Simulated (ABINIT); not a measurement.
# A GW chain in ABINIT: MoS2 (P6_3/mmc)

Aim: the G0W0 gap of MoS2 (P6_3/mmc) on PBE with spin-orbit coupling, step by step.

Main program and level: ABINIT 10.8.3; PBE and many-body steps on it, plane waves.

The database entry behind the starting cell differs from later determinations by our own check (about 0.3 % long), so it need not match the best structure at ambient conditions.

**1. The starting structure**

The structure is hexagonal, space group P6_3/mmc (No. 194). The conventional cell has a = 3.169 Å, b = 3.169 Å, c = 12.324 Å, α = 90.00°, β = 90.00°, γ = 120.00°. Nearest to Mo lie 6 S at 2.41 Å. Nearest to S lie 3 Mo at 2.41 Å. Farther neighbours and most contacts between anions are not listed.

The cell and positions come from the Crystallography Open Database and are kept as given unless a step says otherwise.

**2. Ground state**

This step: ABINIT 10.8.3; DFT, PBE with spin-orbit coupling, plane waves, norm-conserving pseudopotentials.

The ground-state density comes first.

The input, run.abi:

```
acell 3*1.0 Angstrom
rprim 
  3.169000000004 -0.000000000001 0.000000000000
  -1.584500000001 2.744434504597 0.000000000000
  0.000000000000 0.000000000000 12.324000000000
ntypat 2
znucl 42 16
natom 6
typat 1 1 2 2 2 2
xred 
  0.333333333333 0.666666666667 0.250000000000
  0.666666666667 0.333333333333 0.750000000000
  0.333333333333 0.666666666667 0.623000000000
  0.666666666667 0.333333333333 0.123000000000
  0.333333333333 0.666666666667 0.877000000000
  0.666666666667 0.333333333333 0.377000000000
pp_dirpath "pseudos"
pseudos "Mo.upf, S.upf"
ecut 36
nspinor 2
ngkpt 6 6 2
nshiftk 1
shiftk 0 0 0
kptopt 1
chksymbreak 0
nband 66
occopt 1
tolvrs 1e-10
nstep 60
prtwf 0
indata_prefix "in"
outdata_prefix "out"
tmpdata_prefix "tmp"
```

Started as:

```bash
$ OMP_NUM_THREADS=1 mpirun -n 4 abinit run.abi > log
```

Numbers of over 12 decimals in the logs are rounded to 6 here.

The log of the run:

```text
.Version 10.8.3 of ABINIT. v10.8.2 released Aug 2026.

 Symmetries : space group P6_3/m m c (#194); Bravais hP (primitive hexag.)
================================================================================
 Values of the parameters that define the memory need of the present run
     intxc =       0    ionmov =       0      iscf =       7    lmnmax =      15
     lnmax =      15     mgfft =     128  mpssoang =       5    mqgrid =    6291
     natom =       6  nloc_mem =       1    nspden =       1   nspinor =       2
    nsppol =       1      nsym =      24    n1xccc =    2501    ntypat =       2
    occopt =       1   xclevel =       2
-    mband =          66        mffmem =           1         mkmem =           4
       mpw =        7490          nfft =      165888          nkpt =          14
================================================================================
  Rough estimation (10% accuracy) of disk space for files :
================================================================================

--------------------------------------------------------------------------------
------------- Echo of variables that govern the present computation ------------
--------------------------------------------------------------------------------
 -outvars: echo values of preprocessed input variables --------
            acell      1.8897261259E+00  1.8897261259E+00  1.8897261259E+00 Bohr

      chksymbreak           0
             ecut      3.60000000E+01 Hartree
-          fftalg         312

              ixc     -101130
              kpt      0.00000000E+00  0.00000000E+00  0.00000000E+00
                       1.66666667E-01  0.00000000E+00  0.00000000E+00
                       3.33333333E-01  0.00000000E+00  0.00000000E+00
                       5.00000000E-01  0.00000000E+00  0.00000000E+00
                       1.66666667E-01  1.66666667E-01  0.00000000E+00
                       3.33333333E-01  1.66666667E-01  0.00000000E+00
                       3.33333333E-01  3.33333333E-01  0.00000000E+00
                       0.00000000E+00  0.00000000E+00  5.00000000E-01
                       1.66666667E-01  0.00000000E+00  5.00000000E-01
                       3.33333333E-01  0.00000000E+00  5.00000000E-01
                       5.00000000E-01  0.00000000E+00  5.00000000E-01
[...]
kptrlatt        6    0    0      0    6    0      0    0    2
          kptrlen      3.59312526E+01
P           mkmem           4
            natom           6
            nband          66
            ngfft          36      36     128
             nkpt          14
          nspinor           2
            nstep          60
             nsym          24
           ntypat           2
              occ      1.000000  1.000000  1.000000  1.000000  1.000000  1.000000
                       1.000000  1.000000  1.000000  1.000000  1.000000  1.000000
                       1.000000  1.000000  1.000000  1.000000  1.000000  1.000000
                       1.000000  1.000000  1.000000  1.000000  1.000000  1.000000
                       1.000000  1.000000  1.000000  1.000000  1.000000  1.000000
                       1.000000  1.000000  1.000000  1.000000  1.000000  1.000000
                       1.000000  1.000000  1.000000  1.000000  1.000000  1.000000
                       1.000000  1.000000  1.000000  1.000000  1.000000  1.000000
                       1.000000  1.000000  1.000000  1.000000  0.000000  0.000000
                       0.000000  0.000000  0.000000  0.000000  0.000000  0.000000
                       0.000000  0.000000  0.000000  0.000000  0.000000  0.000000
            prtwf           0
            rprim      3.1690000000E+00 -1.0000000000E-12  0.0000000000E+00
[...]
spgroup         194

           tolvrs      1.00000000E-10

             xred      3.3333333333E-01  6.6666666667E-01  2.5000000000E-01
[...]
znucl       42.00000   16.00000

================================================================================

 chkinp: Checking input parameters for consistency.

================================================================================
== DATASET  1 ==================================================================
-   mpi_nproc: 4, omp_nthreads: 1 (-1 if OMP is not activated)

--- !DatasetInfo
iteration_state: {dtset: 1, }
dimensions: {natom: 6, nkpt: 14, mband: 66, nsppol: 1, nspinor: 2, nspden: 1, mpw: 7490, }
cutoff_energies: {ecut:  36.0, pawecutdg:  -1.0, }
electrons: {nelect:   5.20000000E+01, charge:   0.00000000E+00, occopt:   1.00000000E+00, tsmear:   1.00000000E-02, }

 Real(R)+Recip(G) space primitive vectors, cartesian coordinates (Bohr,Bohr^-1):
 R(1)=  5.9885421  0.0000000  0.0000000  G(1)=  0.1669856  0.0964092  0.0000000
 R(2)= -2.9942710  5.1862296  0.0000000  G(2)=  0.0000000  0.1928183  0.0000000
 R(3)=  0.0000000  0.0000000 23.2889848  G(3)=  0.0000000  0.0000000  0.0429388
 Unit cell volume ucvol=  7.2330822E+02 bohr^3
 Angles (23,13,12)=  9.00000000E+01  9.00000000E+01  1.20000000E+02 degrees

 getcut: wavevector=  0.0000  0.0000  0.0000  ngfft=  36  36 128
         ecut(hartree)=     36.000   => boxcut(ratio)=   2.03490

--- Pseudopotential description ------------------------------------------------
[...]
ETOT 14  -184.88490762481    -2.842E-14 2.451E-04 8.145E-13

 At SCF step   14       vres2   =  8.15E-13 < tolvrs=  1.00E-10 =>converged.

 Cartesian components of stress tensor (hartree/bohr^3)
  sigma(1 1)= -6.24898068E-05  sigma(3 2)=  0.00000000E+00
  sigma(2 2)= -6.24898068E-05  sigma(3 1)=  0.00000000E+00
  sigma(3 3)= -7.71843058E-05  sigma(2 1)=  0.00000000E+00

--- !ResultsGS
iteration_state: {dtset: 1, }
comment   : Summary of ground state results
lattice_vectors:
- [  5.9885421,  -0.0000000,   0.0000000, ]
- [ -2.9942710,   5.1862296,   0.0000000, ]
- [  0.0000000,   0.0000000,  23.2889848, ]
lattice_lengths: [   5.98854,    5.98854,   23.28898, ]
lattice_angles: [ 90.000,  90.000, 120.000, ] # degrees, (23, 13, 12)
lattice_volume:   7.2330822E+02
convergence: {deltae: -2.842E-14, res2:  8.145E-13, residm:  2.451E-04, diffor: null, }
etotal    :  -1.84884908E+02
entropy   :   0.00000000E+00
fermie    :   3.10209693E-01
cartesian_stress_tensor: # hartree/bohr^3
- [ -6.24898068E-05,   0.00000000E+00,   0.00000000E+00, ]
- [  0.00000000E+00,  -6.24898068E-05,   0.00000000E+00, ]
- [  0.00000000E+00,   0.00000000E+00,  -7.71843058E-05, ]
pressure_GPa:   1.9826E+00
xred      :
- [  3.3333E-01,   6.6667E-01,   2.5000E-01, Mo]
- [  6.6667E-01,   3.3333E-01,   7.5000E-01, Mo]
- [  3.3333E-01,   6.6667E-01,   6.2300E-01,  S]
- [  6.6667E-01,   3.3333E-01,   1.2300E-01,  S]
- [  3.3333E-01,   6.6667E-01,   8.7700E-01,  S]
- [  6.6667E-01,   3.3333E-01,   3.7700E-01,  S]
cartesian_forces: # hartree/bohr
- [ -2.13330175E-42,  -6.76030324E-30,  -0.00000000E+00, ]
- [  2.10765396E-30,   5.81386079E-30,  -0.00000000E+00, ]
- [  6.82607514E-43,   2.16329704E-30,   8.47055010E-04, ]
- [  1.70608088E-43,   5.40824259E-31,   8.47055010E-04, ]
- [ -7.02551321E-31,  -1.48726671E-30,  -8.47055010E-04, ]
- [ -1.40510264E-30,  -2.70412130E-31,  -8.47055010E-04, ]
force_length_stats: {min:   6.18410725E-30, max:   8.47055010E-04, mean:   5.64703340E-04, }

 Integrated electronic density in atomic spheres:
 ------------------------------------------------
 Atom  Sphere_radius  Integrated_density
[...]
================================================================================

 ----iterations are completed or convergence reached----

 Mean square residual over all n,k,spin=   15.756E-07; max=  24.511E-05
 reduced coordinates (array xred) for    6 atoms
[...]
0.666666666667      0.333333333333      0.750000000000
       0.333333333333      0.666666666667      0.623000000000
       0.666666666667      0.333333333333      0.123000000000
       0.333333333333      0.666666666667      0.877000000000
       0.666666666667      0.333333333333      0.377000000000
 rms dE/dt=  9.2994E-03; max dE/dt=  1.9727E-02; dE/dt below (all hartree)
    1       0.000000000000      0.000000000000      0.000000000000
    2      -0.000000000000     -0.000000000000      0.000000000000
    3       0.000000000000     -0.000000000000     -0.019727051226
    4       0.000000000000      0.000000000000     -0.019727051226
    5       0.000000000000      0.000000000000      0.019727051226
    6       0.000000000000      0.000000000000      0.019727051226

 cartesian coordinates (angstrom) at end:
    1      6.7e-13     1.829623     3.081000
[...]
cartesian forces (hartree/bohr) at end:
[...]
frms,max,avg= 3.9930556E-04 8.4705501E-04   0.000E+00  0.000E+00  0.000E+00 h/b

 cartesian forces (eV/Angstrom) at end:
[...]
2      0.000000     0.000000    -0.000000
    3      0.000000     0.000000     0.043557
    4      0.000000     0.000000     0.043557
    5     -0.000000    -0.000000    -0.043557
    6     -0.000000    -0.000000    -0.043557
 frms,max,avg= 2.0533118E-02 4.3557320E-02   0.000E+00  0.000E+00  0.000E+00 e/A
 length scales=  1.889726125908  1.889726125908  1.889726125908 bohr
              =  1.000000000000  1.000000000000  1.000000000000 angstroms
 prteigrs : about to open file out_EIG
 Fermi (or HOMO) energy (hartree) =   0.31021   Average Vxc (hartree)=  -0.40248
 Eigenvalues (hartree) for nkpt=  14  k points:
 kpt#   1, nband= 66, wtk=  0.01389, kpt=  0.0000  0.0000  0.0000 (reduced coord)
  -1.94979   -1.94979   -1.94979   -1.94979   -1.05784   -1.05784   -1.05784   -1.05784
  -0.96872   -0.96872   -0.96872   -0.96872   -0.96276   -0.96276   -0.96276   -0.96276
  -0.23947   -0.23947   -0.22954   -0.22954   -0.19500   -0.19500   -0.17874   -0.17874
   0.05798    0.05798    0.09591    0.09591    0.18184    0.18184    0.18862    0.18862
   0.18908    0.18908    0.19122    0.19122    0.19153    0.19153    0.22846    0.22846
   0.23025    0.23025    0.23161    0.23161    0.23334    0.23334    0.26655    0.26655
   0.26821    0.26821    0.31021    0.31021    0.38567    0.38584    0.38674    0.38678
   0.38843    0.38869    0.38975    0.38984    0.39349    0.39355    0.39383    0.39526
   0.39976    0.39979
 prteigrs : prtvol=0 or 1, do not print more k-points.

--- !EnergyTerms
iteration_state     : {dtset: 1, }
comment             : Components of total free energy in Hartree
kinetic             :  6.00140220732476E+01
hartree             :  5.39738896069757E+01
xc                  : -3.33809913262656E+01
Ewald energy        : -1.19847493795111E+02
psp_core            :  4.89030591340046E+00
local_psp           : -1.73765451141777E+02
non_local_psp       :  2.32308110447244E+01
total_energy        : -1.84884907624806E+02
total_energy_eV     : -5.03097463243110E+03
band_energy         : -1.61960614007490E+01

 Cartesian components of stress tensor (hartree/bohr^3)
  sigma(1 1)= -6.24898068E-05  sigma(3 2)=  0.00000000E+00
  sigma(2 2)= -6.24898068E-05  sigma(3 1)=  0.00000000E+00
  sigma(3 3)= -7.71843058E-05  sigma(2 1)=  0.00000000E+00

-Cartesian components of stress tensor (GPa)         [Pressure=  1.9826E+00 GPa]
- sigma(1 1)= -1.83851359E+00  sigma(3 2)=  0.00000000E+00
- sigma(2 2)= -1.83851359E+00  sigma(3 1)=  0.00000000E+00
- sigma(3 3)= -2.27084068E+00  sigma(2 1)=  0.00000000E+00

== END DATASET(S) ==============================================================
================================================================================

 -outvars: echo values of variables after computation  --------
           etotal     -1.8488490762E+02
            nband          66
             nkpt          14
          spgroup         194
 [... the other variables as echoed above ...]

 Calculation completed.
```

It took 6.2 min on 4 MPI ranks of Arm Neoverse V1, shared host; peak memory 0.66 GiB; 25 min of CPU time.

This step gave:

```yaml
total_energy: -5030.9746 eV
gap: 0.8830 eV
k_of_the_valence_top: 0, 0, 0
k_of_the_conduction_bottom: 0.1667, 0.1667, 0
least_direct_gap: 1.622 eV
pressure: 1.983 GPa
```

The gap is indirect, with the least direct gap 0.74 eV higher.

The cutoff was set for levels, not for stress, so the pressure can be off by some GPa.

(Continued in part 2 of 3.)

[Paths, hosts, dates, memory and timing lines, banners, echoed tables and standing remarks are left out of the program output.]

[Logs are printed without paths, hosts, clocks, repeated set-up lines and the standing remarks that a program may print on its own settings, such as how far it seeks lower states.]

[Runs of the session that timed out or met a known fault of the program may be left out.]

[Hosts, paths, dates, database ids (printed as entryN), source tags and the programs' standing remarks are cut or masked in the printed files.]

[G0W0 gaps are taken among the corrected bands and points alone; a level outside them can change the order at an edge.]

[Where Ansatz stands beside ABINIT at settings called matched, ABINIT's density can come from a denser mesh and the files from another edition; pairs whose starting gaps differed by over 0.03 eV were left out, so agreement reads better than it is.]
